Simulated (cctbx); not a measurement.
# MnCuAg2F6 across an absorption edge

Space group Fm-3m (no. 225), a = 7.7170 Å, b = 7.7170 Å, c = 7.7170 Å, α = 90.00°, β = 90.00°, γ = 90.00°.

| atom | mult. | x | y | z | Ueq (Å²) |
| --- | --- | --- | --- | --- | --- |
| Ag1 | 8 | 1/4 | 1/4 | 3/4 | 0.0110 |
| Cu1 | 4 | 1/2 | 0 | 0 | 0.0160 |
| Mn1 | 4 | 0 | 0 | 0 | 0.0097 |
| F1 | 24 | 0.2391 | 0 | 0 | 0.0098 |

The model was made for the exercise: a known structure type with other elements put in, its volume estimated, not relaxed; displacement parameters are assumed.

Calculated with cctbx: free-atom f′ and f″ from the Sasaki tables, no fine structure; amplitudes in electrons.

| E (eV) | F 1 1 1 | F 3 3 3 | F 1 3 1 | F 0 4 2 |
| --- | --- | --- | --- | --- |
| 24914 | 4.3 | 30.8 | 18.8 | 48.3 |
| 25264 | 4.3 | 30.8 | 18.8 | 42.5 |
| 25394 | 4.3 | 30.8 | 18.8 | 37.4 |
| 25454 | 4.3 | 30.8 | 18.8 | 32.6 |
| 25484 | 4.3 | 30.8 | 18.8 | 27.8 |
| 25499 | 4.3 | 30.8 | 18.8 | 23.2 |
| 25506 | 4.3 | 30.8 | 18.8 | 19.3 |
| 25510 | 4.3 | 30.8 | 18.8 | 15.0 |
| 25518 | 4.3 | 30.8 | 18.8 | 23.9 |
| 25522 | 4.3 | 30.8 | 18.8 | 28.3 |
| 25529 | 4.3 | 30.8 | 18.8 | 31.7 |
| 25544 | 4.3 | 30.8 | 18.8 | 35.7 |
| 25574 | 4.3 | 30.8 | 18.8 | 39.9 |
| 25664 | 4.3 | 30.8 | 18.8 | 45.6 |
| 25914 | 4.3 | 30.8 | 18.8 | 52.0 |

**Question.** Which edge is crossed, and why do the reflections move as they do?

The K edge of Ag. The edge is at 25514 eV. f′ of Ag falls from -4.8 e at 25394 eV to -7.8 e at 4 eV below it, and f″ steps from 0.55 to 3.62 e across it. Over that approach |F| changes by +0 % (1 1 1), +0 % (3 3 3), +0 % (1 3 1) and -60 % (0 4 2): a reflection falls where Ag scatters in phase with the total and rises where it scatters against it; it hardly moves where the Ag term is small or cancels by symmetry. Above the edge the larger f″ enters the imaginary part, where it can add to or cancel the other atoms' f″. The structure is centrosymmetric, so Friedel mates stay equal.
